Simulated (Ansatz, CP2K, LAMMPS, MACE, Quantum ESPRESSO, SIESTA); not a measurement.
# Structure and levels of amorphous carbon at 2.21 g/cm³ (96 atoms) across programs

What does relaxation change in amorphous carbon at 2.21 g/cm³ (96 atoms), and how far do other programs agree with plane waves on the relaxed cell?

These are calculated values.

## 1. The cell

The cell holds 96 atoms (96 C), with edges of 9.53, 9.53 and 9.53 Å. Recipe: 96 atoms (96 C) placed at random at 2.21 g/cm³, melted at 6000 K for 10 ps at fixed volume with the LCBOP (Los and Fasolino, Phys. Rev. B 68, 024107 (2003)). Quenched from 6000 K to 300 K at 200 K/ps and fixed volume, held 5 ps, then minimised at fixed cell. Then the atoms were relaxed with MACE MPA-0 medium in the fixed cell. Then the atoms were relaxed with CP2K double zeta, PBE. That run stopped short of its end.

## 2. The relaxation

CP2K double zeta (DZVP-MOLOPT-SR, GTH-PBE potentials, 360 Ry; k-points Γ) took 60 geometry steps and stopped short of its thresholds. It started from the geometry that MACE MPA-0 medium had relaxed.

The job ended after 38 min (8 threads of Arm Neoverse V2, shared host; peak memory 1.9 GiB).

```csv
,before,after
energy (meV/atom),0,-69.4
C-C bonds under 1.85 Å,142 at 1.460 Å,148 at 1.487 Å
```

Atoms moved by 0.24 Å r.m.s. and 0.72 Å at most, with the common shift taken off.

## 3. Structure of the relaxed cell

Density 2.21 g/cm³, 9.025 Å³ an atom.

Pair distribution function in bins of 0.1 Å:

```csv
r (Å),total
1.25,0.00
1.35,1.11
1.45,5.73
1.55,2.81
1.65,0.39
1.75,0.05
1.85,0.00
1.95,0.00
2.05,0.03
2.15,0.00
2.25,0.38
2.35,0.89
2.45,1.74
2.55,1.70
2.65,1.49
2.75,1.02
2.85,0.62
2.95,0.69
3.05,0.64
3.15,0.87
3.25,1.09
3.35,1.16
3.45,1.07
3.55,1.05
3.65,1.15
3.75,1.16
3.85,1.21
3.95,1.09
4.05,1.04
4.15,1.00
4.25,0.90
4.35,0.96
4.45,0.95
4.55,1.01
4.65,0.90
4.75,0.97
```

Bonds by pair of elements; cutoffs follow the first minimum of g(r), held within bounds set by covalent radii, and pairs that aren't listed don't count as bonded:

```csv
pair A-B,cutoff (Å),bonds,mean length (Å),spread (Å),shortest (Å),B about A,A about B
C-C,1.85,148,1.49,0.071,1.32,3.08,3.08
```

How many atoms have how many bonded neighbours:

```csv
element,mean,2,3,4
C,3.08,1,86,9
```

Bond angles, per cent of each kind in bins of 5°:

```csv
angle (°),C-C-C
50–55,0.3
55–60,0.6
60–65,1.0
65–70,0.0
70–75,0.0
75–80,0.0
80–85,0.3
85–90,1.0
90–95,0.0
95–100,1.6
100–105,8.6
105–110,8.3
110–115,16.0
115–120,18.2
120–125,19.2
125–130,12.5
130–135,7.7
135–140,3.2
140–145,0.6
145–150,0.0
150–155,0.3
155–160,0.3
160–165,0.0
165–170,0.3
```

Bond angles (no mean is given where the spread exceeds 20°):

```csv
angle,count,mean (°),spread (°)
C-C-C,313,117,13.5
```

Bond length by coordination (bonds to H left out):

```csv
element,coordination,atoms,mean bond length (Å)
C,2,1,1.37
C,3,86,1.48
C,4,9,1.58
```

Rings of the network by King's shortest-path rule, up to 12 atoms, one path for each pair of neighbours; H, halogens, alkali and alkaline-earth atoms are left out, and the last column divides by all other atoms, bonded or not:

```csv
ring size (atoms),rings,per network atom
3,2,0.021
4,1,0.01
5,6,0.062
6,7,0.073
7,9,0.094
8,9,0.094
9,17,0.177
10,13,0.135
11,11,0.115
12,1,0.01
```

By these cutoffs 90 % of C atoms have 3 bonded neighbours. The C-C-C angle averages 117° with a spread of 14°. Read as hybridisation, 9 % of the carbon is sp3 and 90 % sp2. Bonds at C atoms with 3 neighbours average 1.48 Å, against 1.58 Å at those with 4. Rings of 9 atoms are the most common (22 % of those counted); sizes run from 3 to 12, where the search stops.

## 4. The plane-wave reference

Quantum ESPRESSO 7.5: Kohn-Sham DFT, PBE, SSSP efficiency 1.3.0 pseudopotentials, plane waves. Its input for the relaxed cell:

```
&control
  calculation = 'scf'
  pseudo_dir = './pseudo'
  outdir = './tmp'
  disk_io = 'none'
  tprnfor = .true.
  tstress = .true.
/
&system
  ibrav = 0
  nat = 96
  ntyp = 1
  ecutwfc = 45
  ecutrho = 360
  nosym = .true.
  occupations = 'smearing'
  smearing = 'fd'
  degauss = 0.003675
/
&electrons
  conv_thr = 4.8e-07
  electron_maxstep = 100
  mixing_beta = 0.2
  mixing_mode = 'local-TF'
  diagonalization = 'david'
/
ATOMIC_SPECIES
C 12.011 C.upf
CELL_PARAMETERS angstrom
9.53310 0.00000 0.00000
0.00000 9.53310 0.00000
0.00000 0.00000 9.53310
ATOMIC_POSITIONS crystal
C 0.74315 0.15346 0.28494
C 0.43282 0.28333 0.57679
C 0.34550 0.33336 0.07262
[... 91 atom lines left out ...]
C 0.83065 0.53686 0.15732
C 0.12838 0.51408 0.32620
K_POINTS gamma
```

Wall time 29 s (8 MPI ranks of Arm Neoverse V2, shared host); peak memory 2.4 GiB; 3.9 min of CPU time.

## 5. Side by side

CPU times are from a shared host and are rough.

```
                level                    basis or training data  k-points  own r.m.s. force (meV/Å)  difference from the reference (meV/Å)  pressure (GPa)  Kohn-Sham gap (eV)  CPU time  memory (GiB)
              QE, PBE   plane waves, SSSP efficiency, 45/360 Ry         Γ                        45                                      -          -11.28                0.31   3.9 min           2.4
CP2K triple zeta, PBE     TZV2P-UZH, GTH-PBE potentials, 450 Ry         Γ                        44                                     19          -10.66                0.31    19 min           3.6
      SIESTA DZP, PBE  DZP orbitals, shift 0.01 Ry, mesh 250 Ry         Γ                       223                                    252           -4.95                0.31   4.5 min           1.5
    MACE MPA-0 medium        trained on PBE(+U) plane-wave data         -                       384                                    394           -7.47                   -     8.3 s           1.3
```

The gap is the spacing of the highest filled and lowest empty Kohn-Sham level on the mesh; a dash marks partly filled levels, a spacing under 0.15 eV or a method without such levels.

## 6. Outcome

Relaxation in the fixed cell lowers the energy by 69 meV/atom at its own level and moves atoms by up to 0.72 Å. By the cutoffs of the final cell 6 bonds formed and 0 were lost, leaving 148. The reference finds an r.m.s. force of 45 meV/Å there and a pressure of -11.28 GPa, at a geometry that CP2K double zeta made.

Forces differ from the reference's by 19 meV/Å (CP2K triple zeta, PBE), 252 meV/Å (SIESTA DZP, PBE) and 394 meV/Å (MACE MPA-0 medium). Pressures lie +3.8 GPa (MACE MPA-0 medium), +0.6 GPa (CP2K triple zeta, PBE) and +6.3 GPa (SIESTA DZP, PBE) from the reference's. The highest filled and lowest empty levels lie 0.31 eV apart in the reference, against 0.31 eV in CP2K triple zeta, PBE and 0.31 eV in SIESTA DZP, PBE. By these cutoffs 90 % of C atoms have 3 bonded neighbours. Read as hybridisation, 9 % of the carbon is sp3 and 90 % sp2.

Caveats: The relaxation stopped short, so the geometry isn't a minimum. The density was set by the recipe and held. One sample of a disordered cell; defect or tail levels can set the gap. Gaps are read on the mesh, which holds the band edges only if they fold onto it, and semilocal functionals tend to put them under measured ones. The quench rate of 200 K/ps is many orders above laboratory rates, so the cell is likely richer in defects and strain than a real sample. The reference samples only Γ, in a cell whose shortest periodic width is 10 Å. The plane-wave runs aren't exact: their cutoffs and mesh weren't converged further here. SIESTA's automatically made basis is far from complete, and its potentials were converted by us (checked for H, C, O, Si, Ge and Ca alone). Where levels are smeared, the DFT runs use Fermi–Dirac occupations at 580 K (0.05 eV), and energies are free energies.

[Logs are printed without paths, hosts, clocks, repeated set-up lines and the standing remarks that a program may print on its own settings, such as how far it seeks lower states.]

[Hosts, paths, dates, database ids (printed as entryN), source tags and the programs' standing remarks are cut or masked in the printed files.]
